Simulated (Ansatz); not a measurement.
**A frame of liquid Si0.8Ge0.2 from 2700 K, run at 600 K (132 atoms) in motion**

How do the atoms of a frame of liquid Si0.8Ge0.2 from 2700 K, run at 600 K (132 atoms) move, and what local order do they keep?

Method: Kohn-Sham DFT, r2SCAN, PAW (set soft_2), plane waves, in Ansatz 0.2.0.

**1. The starting structure**

The cell holds 132 atoms: 106 Si and 26 Ge. Cell: a = 13.982 Å, b = 13.982 Å, c = 13.982 Å, α = 90.0°, β = 90.0°, γ = 90.0°. 132 atoms (106 Si, 26 Ge) placed at random at 2.96 g/cm³, melted at 3500 K for 10 ps at fixed volume with the Tersoff potential (Tersoff, Phys. Rev. B 39, 5566 (1989)). Snapshot at the end of a hold of 5 ps at 2700 K and fixed volume.

What the set-up can't give: The starting topology of bonds comes from the classical model. The cell was made at 2700 K but the dynamics is set to 600 K: the trajectory isn't one at 2700 K. Sampling is at Γ alone, for a cell whose shortest periodic width is 14 Å.

**2. Single point at the start**

A single point comes first, to see the forces before anything moves.

Contents of input.yaml:

```yaml
crystal:
  lattice:
    - [13.9815, 0.0, 0.0]
    - [0.0, 13.9815, 0.0]
    - [0.0, 0.0, 13.9815]
  atoms:
    - { symbol: Si, position: [0.1867, 0.8985, 0.38019] }
    - { symbol: Si, position: [0.11515, 0.64406, 0.48512] }
    - { symbol: Si, position: [0.16986, 0.79267, 0.58303] }
    - { symbol: Si, position: [0.20549, 0.51542, 0.20547] }
    [... 122 atom lines left out ...]
    - { symbol: Ge, position: [0.16801, 0.70493, 0.93984] }
    - { symbol: Ge, position: [0.44127, 0.72035, 0.50755] }
    - { symbol: Ge, position: [0.15418, 0.21164, 0.11867] }
    - { symbol: Ge, position: [0.0151, 0.90512, 0.72354] }
    - { symbol: Ge, position: [0.12086, 0.88496, 0.96266] }
    - { symbol: Ge, position: [0.84531, 0.92744, 0.23454] }
kpoints:
  mp_grid: { grid: [1, 1, 1] }
hamiltonian:
  xc: r2scan
scf:
  occupations: { method: fermi_dirac, width: 0.025 }
output:
  forces: true
```

Started as:

```bash
$ ansatz run input.yaml --threads 8 --pin off --max-ram 15872MiB --backend cpu --events-out ev --progress --plain --runs-dir out
```

The job ended after 57 s (8 threads of Arm Neoverse V2, shared host; peak memory 8.1 GiB; 7.4 min of CPU time).

Read from the output:

| Quantity | Value |
| --- | --- |
| free energy | -179522.8352 eV |
| free energy per atom | -1360.0215 eV/atom |
| SCF cycles | 12 |
| r.m.s. force component | 1.205 eV/Å |
| longest force | 7.498 eV/Å |
| Fermi energy | 6.799 eV |

The r.m.s. force component of 1.2 eV/Å sets the starting point.

Neighbours are counted within 2.93 Å (Si-Si), 3.08 Å (Si-Ge), 2.68 Å (Ge-Ge).

Length of the force by element and coordination:

| element | coordination | atoms | mean length of the force (eV/Å) | spread | least | most |
| --- | --- | --- | --- | --- | --- | --- |
| Ge | all | 26 | 1.30 | 0.961 | 0.410 | 5.29 |
| Ge | 3 | 4 | 1.25 | 0.568 | 0.744 | 2.19 |
| Ge | 4 | 11 | 1.54 | 1.31 | 0.599 | 5.29 |
| Ge | 5 | 7 | 1.10 | 0.595 | 0.410 | 2.40 |
| Ge | 6 | 3 | 1.07 | 0.273 | 0.752 | 1.42 |
| Ge | 7 | 1 | 0.919 | 0 | 0.919 | 0.919 |
| Si | all | 106 | 1.75 | 1.31 | 0.170 | 7.50 |
| Si | 3 | 6 | 2.41 | 1.54 | 0.825 | 5.37 |
| Si | 4 | 54 | 2.02 | 1.48 | 0.170 | 7.50 |
| Si | 5 | 32 | 1.38 | 0.92 | 0.294 | 3.69 |
| Si | 6 | 12 | 1.43 | 0.738 | 0.409 | 3.44 |
| Si | 7 | 2 | 0.218 | 0.0337 | 0.184 | 0.251 |

**3. Dynamics started at 600 K**

Without a thermostat the total energy must stay constant, which tests forces and time step. The time step is 2.0 fs.

input.yaml, as its differences from that of step 2:

```diff
@@ -15 +15,8 @@
   forces: true
+md:
+  timestep: 2.0
+  n_steps: 70
+  ensemble: nve
+  temperature: 600
+  initial_velocities: maxwell_boltzmann
+  seed: 8016
```

The job ended after 40 min (8 threads; peak memory 8.6 GiB).

The program notes that it switched symmetry off.

The trajectory, sampled:

| time (fs) | T (K) | potential (meV/atom) | conserved (meV/atom) |
| --- | --- | --- | --- |
| 0.0 | 600 | 0.0 | 0.00 |
| 10.0 | 896 | -38.3 | -0.33 |
| 18.0 | 1093 | -63.5 | -0.30 |
| 28.0 | 1140 | -69.5 | -0.28 |
| 38.0 | 1052 | -58.2 | -0.21 |
| 46.0 | 1020 | -54.1 | -0.19 |
| 56.0 | 1094 | -63.7 | -0.23 |
| 66.0 | 1167 | -73.0 | -0.29 |
| 74.0 | 1138 | -69.2 | -0.22 |
| 84.0 | 1161 | -72.2 | -0.18 |
| 94.0 | 1336 | -94.7 | -0.31 |
| 102.0 | 1371 | -99.2 | -0.33 |
| 112.0 | 1260 | -84.8 | -0.19 |
| 122.0 | 1266 | -85.6 | -0.26 |
| 130.0 | 1290 | -88.8 | -0.25 |
| 140.0 | 1317 | -92.3 | -0.26 |

Mean square displacement from the first frame to the last: Si 0.57 Å², Ge 0.32 Å².

Mean square displacement against time lag:

| time lag (fs) | Ge (Å²) | Si (Å²) |
| --- | --- | --- |
| 2.0 | 1.5e-4 | 4.1e-4 |
| 4.0 | 5.8e-4 | 0.00165 |
| 6.0 | 0.00130 | 0.00372 |
| 10.0 | 0.00360 | 0.0102 |
| 16.0 | 0.00907 | 0.0255 |
| 18.0 | 0.0114 | 0.0319 |
| 20.0 | 0.0140 | 0.0388 |
| 24.0 | 0.0198 | 0.0542 |
| 26.0 | 0.0231 | 0.0624 |
| 30.0 | 0.0301 | 0.0799 |
| 32.0 | 0.0339 | 0.0890 |
| 38.0 | 0.0462 | 0.117 |
| 40.0 | 0.0505 | 0.126 |
| 44.0 | 0.0595 | 0.145 |
| 46.0 | 0.0641 | 0.155 |
| 50.0 | 0.0735 | 0.173 |
| 52.0 | 0.0784 | 0.182 |
| 54.0 | 0.0832 | 0.191 |
| 60.0 | 0.0980 | 0.218 |
| 64.0 | 0.108 | 0.235 |
| 66.0 | 0.113 | 0.244 |
| 70.0 | 0.123 | 0.261 |

Over the second half of 140 fs the temperature averages 1261 K, rising from about 1146 to 1295 K (means over the first and last quarter of that half). The conserved energy stays within 0.35 meV/atom. From first frame to last Si has the largest mean square displacement, 0.57 Å² at the end; the farthest move is 1.42 Å. The mean temperature of 1261 K lies well off the 600 K of the input: without a thermostat, the energy that the start releases heats the cell. The count of bonds goes from 297 in the first frame to 283 in the last, by one set of cutoffs: 48 pairs passed out of them and 34 came within. The run spans 0.14 ps, too short for its means to be equilibrium values.

**4. Structure statistics late in the run**

The g(r) is a mean over the second half; what follows it is taken at the last frame.

Bonds before and after, by the cutoffs listed below:

| pair | bonds before | bonds after | mean before (Å) | mean after (Å) | spread before (Å) | spread after (Å) |
| --- | --- | --- | --- | --- | --- | --- |
| Si-Si | 189 | 190 | 2.495 | 2.479 | 0.184 | 0.184 |
| Si-Ge | 98 | 85 | 2.580 | 2.536 | 0.171 | 0.178 |
| Ge-Ge | 10 | 8 | 2.594 | 2.501 | 0.116 | 0.136 |

Density 2.96 g/cm³, 20.71 Å³ an atom.

Mean of 13 frames. g(r), total and by pair (bins of 0.2 Å):

| r (Å) | total | Si-Si | Si-Ge | Ge-Ge |
| --- | --- | --- | --- | --- |
| 2.00 | 0.01 | 0.02 | 0.00 | 0.00 |
| 2.20 | 0.90 | 1.18 | 0.43 | 0.26 |
| 2.40 | 2.62 | 3.01 | 2.05 | 0.62 |
| 2.60 | 1.51 | 1.32 | 1.77 | 2.51 |
| 2.80 | 0.59 | 0.47 | 0.78 | 0.93 |
| 3.00 | 0.51 | 0.40 | 0.61 | 1.51 |
| 3.20 | 0.61 | 0.63 | 0.60 | 0.17 |
| 3.40 | 0.91 | 0.83 | 1.08 | 0.83 |
| 3.60 | 1.21 | 1.29 | 1.01 | 1.49 |
| 3.80 | 1.32 | 1.34 | 1.27 | 1.40 |
| 4.00 | 1.37 | 1.46 | 1.23 | 1.06 |
| 4.20 | 1.19 | 1.23 | 1.16 | 0.85 |
| 4.40 | 0.99 | 0.97 | 1.06 | 0.66 |
| 4.60 | 0.89 | 0.82 | 1.02 | 0.96 |
| 4.80 | 0.89 | 0.82 | 1.04 | 0.79 |
| 5.00 | 0.86 | 0.80 | 1.03 | 0.45 |
| 5.20 | 0.84 | 0.77 | 0.96 | 1.04 |
| 5.40 | 0.97 | 0.99 | 0.93 | 1.05 |
| 5.60 | 1.01 | 1.03 | 0.98 | 0.76 |
| 5.80 | 1.08 | 1.17 | 0.95 | 0.87 |
| 6.00 | 1.14 | 1.15 | 1.11 | 1.08 |
| 6.20 | 0.97 | 0.96 | 0.94 | 1.28 |
| 6.40 | 0.94 | 0.94 | 0.93 | 1.00 |
| 6.60 | 0.98 | 1.00 | 0.97 | 0.80 |
| 6.80 | 0.98 | 0.97 | 1.00 | 1.10 |

Bonds by pair of elements; cutoffs follow the first minimum of g(r), held within bounds set by covalent radii, and pairs that aren't listed don't count as bonded:

| pair A-B | cutoff (Å) | bonds | mean length (Å) | spread (Å) | shortest (Å) | B about A | A about B |
| --- | --- | --- | --- | --- | --- | --- | --- |
| Si-Si | 2.93 | 190 | 2.48 | 0.184 | 2.14 | 3.58 | 3.58 |
| Si-Ge | 2.98 | 85 | 2.54 | 0.178 | 2.19 | 0.802 | 3.27 |
| Ge-Ge | 2.77 | 8 | 2.50 | 0.136 | 2.19 | 0.615 | 0.615 |

How many atoms have how many bonded neighbours:

| element | mean | 2 | 3 | 4 | 5 | 6 | 7 |
| --- | --- | --- | --- | --- | --- | --- | --- |
| Ge | 3.88 | 1 | 5 | 17 | 2 | 1 | 0 |
| Si | 4.39 | 0 | 8 | 56 | 36 | 5 | 1 |

Bond angles (no mean is given where the spread exceeds 20°):

| angle | count | mean (°) | spread (°) |
| --- | --- | --- | --- |
| Si-Si-Si | 543 | - | - |
| Ge-Si-Si | 243 | - | - |
| Si-Ge-Si | 112 | - | - |
| Ge-Ge-Si | 37 | - | - |
| Ge-Si-Ge | 30 | - | - |

Bond length by coordination (bonds to H left out):

| element | coordination | atoms | mean bond length (Å) |
| --- | --- | --- | --- |
| Ge | 2 | 1 | 2.62 |
| Ge | 3 | 5 | 2.51 |
| Ge | 4 | 17 | 2.52 |
| Ge | 5 | 2 | 2.57 |
| Ge | 6 | 1 | 2.58 |
| Si | 3 | 8 | 2.43 |
| Si | 4 | 56 | 2.44 |
| Si | 5 | 36 | 2.53 |
| Si | 6 | 5 | 2.63 |
| Si | 7 | 1 | 2.62 |

For some of the pairs, g(r) has its first main peak near 2.4 Å (Si-Si), 2.5 Å (Si-Ge) and 2.6 Å (Ge-Ge). Counting bonds as in the table, 65 % of Ge atoms have 4 and 53 % of Si atoms have 4 bonded neighbours.

**5. Single point at the last frame**

The last frame is solved again with fuller output, to read the electronic structure of a thermally displaced geometry.

Contents of input.yaml:

```yaml
crystal:
  lattice:
    - [13.9815, 0.0, 0.0]
    - [0.0, 13.9815, 0.0]
    - [0.0, 0.0, 13.9815]
  atoms:
    - { symbol: Si, position: [0.23379, 0.90463, 0.37311] }
    - { symbol: Si, position: [0.12523, 0.62247, 0.42594] }
    - { symbol: Si, position: [0.19349, 0.71447, 0.54343] }
    - { symbol: Si, position: [0.2338, 0.50116, 0.21358] }
    [... 122 atom lines left out ...]
    - { symbol: Ge, position: [0.15923, 0.70489, 0.95797] }
    - { symbol: Ge, position: [0.43767, 0.73645, 0.52359] }
    - { symbol: Ge, position: [0.09787, 0.23312, 0.11079] }
    - { symbol: Ge, position: [0.02643, 0.87871, 0.71716] }
    - { symbol: Ge, position: [0.13389, 0.87802, 0.98311] }
    - { symbol: Ge, position: [0.84854, 0.91217, 0.24552] }
kpoints:
  mp_grid: { grid: [1, 1, 1] }
hamiltonian:
  xc: r2scan
scf:
  occupations: { method: fermi_dirac, width: 0.025 }
output:
  forces: true
  stress: true
  populations: true
  dos:
    method: { smearing: { sigma: 0.15 } }
    de: 0.1
    projected: { site_lists: { Ge: [Ge], Si: [Si] } }
  eigenvalues: true
  write_density: true
  write_potential: true
  volumetric_format: npy
```

Elapsed: 91 s, on 8 threads; peak memory 8.1 GiB.

The run gave:

```yaml
free_energy: -179535.0186 eV
free_energy_per_atom: -1360.1138 eV/atom
scf_cycles: 12
pressure: -1.215 GPa
r_m_s_force_component: 0.8931 eV/Å
longest_force: 3.506 eV/Å
fermi_energy: 6.782 eV
levels_partly_filled_by_over_2_per_cent: 5
spilling_of_the_projection: 0.008715
```

Neighbours are counted within 2.93 Å (Si-Si), 2.98 Å (Si-Ge), 2.77 Å (Ge-Ge), the cutoffs taken from the dynamics.

Length of the force by element and coordination:

| element | coordination | atoms | mean length of the force (eV/Å) | spread | least | most |
| --- | --- | --- | --- | --- | --- | --- |
| Ge | all | 26 | 1.24 | 0.720 | 0.325 | 2.95 |
| Ge | 2 | 1 | 1.17 | 0 | 1.17 | 1.17 |
| Ge | 3 | 5 | 1.10 | 0.970 | 0.325 | 2.95 |
| Ge | 4 | 17 | 1.38 | 0.665 | 0.334 | 2.78 |
| Ge | 5 | 2 | 0.776 | 0.0323 | 0.744 | 0.809 |
| Ge | 6 | 1 | 0.615 | 0 | 0.615 | 0.615 |
| Si | all | 106 | 1.41 | 0.689 | 0.222 | 3.51 |
| Si | 3 | 8 | 1.39 | 0.864 | 0.231 | 2.67 |
| Si | 4 | 56 | 1.52 | 0.711 | 0.392 | 3.51 |
| Si | 5 | 36 | 1.30 | 0.608 | 0.222 | 2.65 |
| Si | 6 | 5 | 1.17 | 0.467 | 0.592 | 1.77 |
| Si | 7 | 1 | 0.954 | 0 | 0.954 | 0.954 |

Löwdin charges by element and coordination (they lack the spilled electrons, 0.052 e an atom on average):

| element | coordination | atoms | mean charge (e) | spread | least | most |
| --- | --- | --- | --- | --- | --- | --- |
| Ge | all | 26 | -0.0162 | 0.0398 | -0.092 | 0.0596 |
| Ge | 2 | 1 | 0.0434 | 0 | 0.0434 | 0.0434 |
| Ge | 3 | 5 | 0.0067 | 0.061 | -0.0772 | 0.0596 |
| Ge | 4 | 17 | -0.0274 | 0.0269 | -0.092 | 0.0194 |
| Ge | 5 | 2 | -0.0118 | 0.0299 | -0.0417 | 0.0181 |
| Ge | 6 | 1 | -0.0089 | 0 | -0.0089 | -0.0089 |
| Si | all | 106 | 0.0688 | 0.0397 | -0.0371 | 0.152 |
| Si | 3 | 8 | 0.045 | 0.0383 | -0.0244 | 0.104 |
| Si | 4 | 56 | 0.0724 | 0.0395 | -0.0371 | 0.152 |
| Si | 5 | 36 | 0.0661 | 0.0401 | -0.0212 | 0.150 |
| Si | 6 | 5 | 0.0735 | 0.0103 | 0.063 | 0.0929 |
| Si | 7 | 1 | 0.132 | 0 | 0.132 | 0.132 |

States in the cell by windows of 0.5 eV, zero at the Fermi level; the larger projections on atomic orbitals stand beside the total:

| from (eV) | to (eV) | total | Si p | Si s | Ge p | Ge s |
| --- | --- | --- | --- | --- | --- | --- |
| -10 | -9.5 | 20.1 | 6.1 | 9.6 | 1.3 | 2.9 |
| -9.5 | -9 | 19.9 | 6.4 | 9.2 | 1.3 | 2.8 |
| -9 | -8.5 | 16.5 | 5.5 | 7.7 | 1.2 | 2.0 |
| -8.5 | -8 | 15.6 | 5.5 | 6.7 | 1.2 | 2.1 |
| -8 | -7.5 | 13.6 | 4.9 | 5.9 | 1.0 | 1.8 |
| -7.5 | -7 | 17.5 | 6.8 | 7.1 | 1.4 | 2.1 |
| -7 | -6.5 | 16.2 | 6.9 | 6.4 | 1.4 | 1.4 |
| -6.5 | -6 | 17.2 | 7.7 | 6.4 | 1.7 | 1.2 |
| -6 | -5.5 | 18.5 | 9.0 | 6.1 | 1.9 | 1.3 |
| -5.5 | -5 | 18.9 | 10.7 | 4.9 | 2.1 | 1.0 |
| -5 | -4.5 | 21.2 | 13.9 | 3.3 | 3.2 | 0.6 |
| -4.5 | -4 | 26.9 | 18.8 | 2.7 | 4.5 | 0.6 |
| -4 | -3.5 | 29.3 | 20.8 | 2.7 | 4.8 | 0.6 |
| -3.5 | -3 | 29.3 | 20.7 | 2.7 | 4.9 | 0.6 |
| -3 | -2.5 | 31.3 | 22.2 | 2.8 | 5.2 | 0.6 |
| -2.5 | -2 | 33.4 | 23.5 | 2.7 | 5.9 | 0.7 |
| -2 | -1.5 | 29.5 | 20.0 | 2.5 | 5.7 | 0.6 |
| -1.5 | -1 | 27.8 | 19.0 | 2.5 | 5.0 | 0.6 |
| -1 | -0.5 | 24.9 | 16.6 | 2.6 | 4.2 | 0.7 |
| -0.5 | 0 | 21.8 | 13.6 | 2.7 | 4.0 | 0.6 |
| 0 | 0.5 | 23.2 | 13.9 | 3.4 | 3.9 | 0.8 |
| 0.5 | 1 | 25.2 | 14.7 | 3.9 | 4.0 | 0.9 |
| 1 | 1.5 | 29.0 | 16.3 | 4.7 | 4.7 | 1.1 |
| 1.5 | 2 | 29.8 | 16.4 | 4.5 | 4.6 | 1.0 |
| 2 | 2.5 | 33.7 | 18.2 | 5.0 | 5.0 | 1.2 |
| 2.5 | 3 | 36.9 | 19.8 | 5.1 | 5.4 | 1.0 |

Between -26 and -10 eV lie 337 more states.

The levels nearest the highest filled one (over half full), pooled over k-points and spins:

| level less the highest filled one (eV) | occupation |
| --- | --- |
| -0.294 | 2 |
| -0.236 | 2 |
| -0.142 | 2.00 |
| -0.0612 | 1.94 |
| -0.0518 | 1.91 |
| 0 | 1.47 |
| 0.0513 | 0.525 |
| 0.0962 | 0.112 |
| 0.136 | 0.024 |
| 0.153 | 0.012 |
| 0.171 | 0.006 |
| 0.290 | 0 |

Mean Löwdin charges: Ge -0.02, Si +0.07 e (they miss 0.87 % of the electrons, so they add up to more than the cell's charge). Charges this small depend on the projection, at times even in sign. Within 0.4 eV of the Fermi level the largest share is Si p (64 % of the projected weight).

**6. Results**

* mean temperature, second half: 1261 K
* temperature swing, second half: 75.99 K
* slope of the conserved energy against time, by least squares: -0.1807 meV/atom/ps
* free energy per atom: -1360.1138 eV/atom
* pressure: -1.215 GPa
* r.m.s. force component: 0.8931 eV/Å
* wall time of the 3 DFT runs: 43 min

What this shows: Over the second half of 140 fs the temperature averages 1261 K, rising from about 1146 to 1295 K (means over the first and last quarter of that half). The conserved energy stays within 0.35 meV/atom. The mean temperature of 1261 K lies well off the 600 K of the input: without a thermostat, the energy that the start releases heats the cell. The count of bonds goes from 297 in the first frame to 283 in the last, by one set of cutoffs: 48 pairs passed out of them and 34 came within. The run spans 0.14 ps, too short for its means to be equilibrium values. Counting bonds as in the table, 65 % of Ge atoms have 4 and 53 % of Si atoms have 4 bonded neighbours. 5 levels are partly filled, by over 2 % (at Γ alone): no clear gap opens at this level.

What to keep in mind: The network of bonds at the start is that of the classical potential that made the cell; in DFT 48 of its 297 bonded pairs passed out of the cutoffs and 34 came within them. The pressure of a single frame lacks the kinetic term, about 0.84 GPa here.

[Logs are printed without paths, hosts, clocks, repeated set-up lines and the standing remarks that a program may print on its own settings, such as how far it seeks lower states.]

[Hosts, paths, dates, database ids (printed as entryN), source tags and the programs' standing remarks are cut or masked in the printed files.]
